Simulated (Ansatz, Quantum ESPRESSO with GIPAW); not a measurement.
# Solid-state NMR of Al2O3 (Corundum) by GIPAW, part 2 of 2

Wanted: NMR shieldings and quadrupolar couplings for each site of Al2O3 (Corundum).

What was measured: 27Al quadrupolar coupling 2.38 MHz and 27Al asymmetry η_Q 0, in “\it Ab initio 27Al NMR chemical shifts and quadrupolar parameters for Al2O3 phases and their precursors” (2011; arXiv:1110.0231), quoting earlier work. 27Al quadrupolar coupling 2.4 MHz, in “NMR spectroscopy of electroceramics – Applications to lead-free perovskite oxides” (Groszewicz, Open Ceramics 5, 100083, 2021), quoting earlier work. 17O quadrupolar coupling 2.17 MHz, in “Synthesis and multinuclear magnetic resonance studies of some nitrogen-containing ceramic phases” (Leach, Durham University PhD thesis, 1990), quoting earlier work. Signs of C_Q are not measured.

Quantum ESPRESSO with GIPAW; PBE.

So far. Step 3 (Shieldings): An axis of order three or more runs through Al, so two principal values coincide and the skew is ±1. In this run the largest span is that of Al (site symmetry 3), with principal values 525.1, 537.1 and 537.1 ppm.

## 4. Quadrupolar couplings

27Al and 17O have a quadrupole moment, which couples to the field gradient and broadens the lines. The gradient is a property of the ground-state density and needs no response; it is taken from a second code that counts the whole PAW charge. C_Q = eQV_zz/h, with Q = 0.1466 barn for 27Al, -0.02558 barn for 17O.

This step: DFT, PBE, plane-wave PAW, default files (PAW set soft_2), scalar-relativistic, field gradients (Ansatz 0.2.0), on the same atoms.

The gradients were asked for in a first single point on this cell, whose log ends:

```text
[... set-up, SCF cycles and energies left out ...]
--- PAW observables at the nuclei: V_zz in 10²¹ V/m², potentials from the cell's mean, atoms counted from 1 ---
  atom   1  Al V_zz =    +0.571881   η = 0.0000   by run symmetry: allowed   C_q = +2.0272 MHz
  atom   2  Al V_zz =    +0.571881   η = 0.0000   by run symmetry: allowed   C_q = +2.0272 MHz
  atom   3  Al V_zz =    +0.571881   η = 0.0000   by run symmetry: allowed   C_q = +2.0272 MHz
  atom   4  Al V_zz =    +0.571881   η = 0.0000   by run symmetry: allowed   C_q = +2.0272 MHz
  atom   5  O  V_zz =    -3.882694   η = 0.5071   by run symmetry: allowed   C_q = +2.4015 MHz
  atom   6  O  V_zz =    -3.882694   η = 0.5071   by run symmetry: allowed   C_q = +2.4015 MHz
  atom   7  O  V_zz =    -3.882694   η = 0.5071   by run symmetry: allowed   C_q = +2.4015 MHz
  atom   8  O  V_zz =    -3.882694   η = 0.5071   by run symmetry: allowed   C_q = +2.4015 MHz
  atom   9  O  V_zz =    -3.882694   η = 0.5071   by run symmetry: allowed   C_q = +2.4015 MHz
  atom  10  O  V_zz =    -3.882694   η = 0.5071   by run symmetry: allowed   C_q = +2.4015 MHz
[the lines on potentials at the nuclei are left out]
```

Elapsed: 1.2 s, on 8 threads of Arm Neoverse V1, shared host; peak memory 0.43 GiB.

gipaw.x (job efg) gives them too, in 1.5 s; on PAW files it lacks the augmentation charge of neighbouring atoms. V_zz in 10²¹ V/m²:

```tsv
site	Ansatz	gipaw.x	η_Q, first	η_Q, second
Al	0.572	0.559	0.00	0.00
O	-3.883	-3.788	0.51	0.49
```

Gradients over 0.05 agree within 3 %.

Among nuclei of half-integer spin the second-order effect is largest for 17O on O (spin 5/2, C_Q 2.40 MHz): at 9.4 T it moves the centre of gravity of the MAS line by -13 ppm from δ_iso, and by a quarter of that at twice the field, by δ_Q = −(3/40)(C_Q/ν0)²(1 + η²/3)[I(I+1) − 3/4]/[I²(2I−1)²] × 10⁶ ppm with ν0 = 54.3 MHz.

## 5. From shieldings to shifts

Covalently bonded atoms count as neighbours within 1.18 times the sum of their radii. Otherwise a cation's neighbours lie within 1.2 times its shortest bond (1.3 for large cations, each anion's radius taken off where they differ), and an anion's are the cations that count it.

```tsv
site	atom no.	atoms in cell	surroundings	bonds (Å)	σ_iso (ppm)	C_Q (MHz)	η_Q
Al	1	4	AlO6	1.85 to 1.97	533.1	2.03	0.00
O	5	6	bound to Al4	1.85 to 1.97	168.3	2.40	0.51
```

Simulated spectrum: 17O fast MAS, 9.4 T (54.3 MHz), central transition to second order, lines broadened by 1.5 ppm; the axis counts ppm from the isotropic position of O, as −Δσ; rigid lattice, with dipolar and J couplings and satellite transitions left out.

(offset (ppm), intensity): (6.2, 0.00), (4.8, 0.00), (3.4, 0.00), (2.1, 0.01), (0.8, 0.01), (-0.6, 0.11), (-1.9, 0.39), (-3.2, 0.46), (-4.5, 0.51), (-5.9, 0.57), (-7.2, 0.66), (-8.5, 0.83), (-9.6, 0.97), (-9.9, 0.95), (-11.3, 0.79), (-12.5, 0.73), (-13.9, 0.74), (-15.2, 0.83), (-16.4, 1.00), (-16.5, 1.00), (-17.9, 0.61), (-19.2, 0.44), (-20.5, 0.38), (-21.9, 0.34), (-23.2, 0.30), (-24.6, 0.17), (-25.8, 0.11), (-27.2, 0.10), (-28.6, 0.09), (-29.8, 0.08), (-31.2, 0.02), (-32.6, 0.00), (-33.8, 0.00), (-35.2, 0.00), (-36.5, 0.00), (-37.8, 0.00)

Most prominent maxima (ppm: height): -9.6: 0.97, -16.4: 1.00.

## 6. Cost against result

Each row names what was changed: another functional shows how far the paramagnetic term hangs on the exchange-correlation form; another cutoff tests the basis; another mesh tests the sampling of the zone.

Changes of σ_iso (ppm) against the run above (PBE, cutoffs 55 and 330 Ry, mesh 4×4×4, 31 min). Times are CPU times of pw.x and gipaw.x together, on 8 MPI ranks of Arm Neoverse V1, shared host; on a shared host they are rough. A run is marked as doubtful where the f-sum miss passes 0.015 electrons, or that much for each three atoms in larger cells (with Tl, Pb, Hg, Bi or Sn a third of that, or a mesh spacing over 0.26 Å⁻¹), or where the susceptibility is unphysically large.

```tsv
run	CPU time	f-sum miss	Al	O
LDA	27 min	0.0072	-12.4	-15.1
cutoffs 40 and 330 Ry (coarse on purpose)	18 min	0.044	+0.1	-0.3
mesh 2×2×2 (marked)	11 min	0.42	-9.1	-57.3
```

The largest move is -57.3 ppm, on O, from mesh 2×2×2.

## 7. Against experiment

```tsv
quantity	site	measured	calculated	difference
27Al quadrupolar coupling (MHz)	Al	2.38	2.03	-0.35
27Al asymmetry η_Q ()	Al	0	0.00	+0.00
27Al quadrupolar coupling (MHz)	Al	2.4	2.03	-0.37
17O quadrupolar coupling (MHz)	O	2.17	2.40	+0.23
```

## 8. Outcome

```json
{"27Al shielding without shape term": "533.1 ppm", "27Al size of C_Q": "2.03 MHz", "17O shielding without shape term": "168.3 ppm", "17O size of C_Q": "2.40 MHz"}
```

27Al has one site (AlO6), with isotropic shielding 533.1 ppm (shape term left out) and C_Q 2.03 MHz. A shift needs a reference, δ = σ_ref − σ, fixed on measured compounds; for 27Al of this kind at this level too few were at hand, or they scattered too widely about a line, so none is given. The couplings are off by up to 15.6 %. The cause was not traced; the calculation is for static atoms, and field gradients are sensitive to small errors of the structure. A finer mesh and a higher cutoff were not carried through on these files. The cheaper run with cutoffs 40 and 330 Ry takes about 60 % of the time and is off by 0.066 ppm on Al, and by 0.31 ppm at most. The largest change with the functional is 15.1 ppm in absolute shielding; part of that drops out once each functional has its own reference line. In PBE checks against another PAW code, field gradients made this way came out 2 to 6 % larger on O (three silicas and corundum) and 10 % smaller on Al (corundum alone). This build of gipaw.x prints that it is not audited and that its numbers are no references by themselves. It also reports spline_ps as false although the input sets it; why was not traced. pw.x warned of eigenvalues not converged in some cycles of 2 ground-state runs, which then met the threshold.

[Banner, clock, file and message-heading lines were taken out of the pw.x and gipaw.x logs.]

[Logs are printed without paths, hosts, clocks, repeated set-up lines and the standing remarks that a program may print on its own settings, such as how far it seeks lower states.]

[Hosts, paths, dates, database ids (printed as entryN), source tags and the programs' standing remarks are cut or masked in the printed files.]

[Where no reference line passes its bar on scatter, no shift is given, so a measured shift of this compound may stand uncompared.]
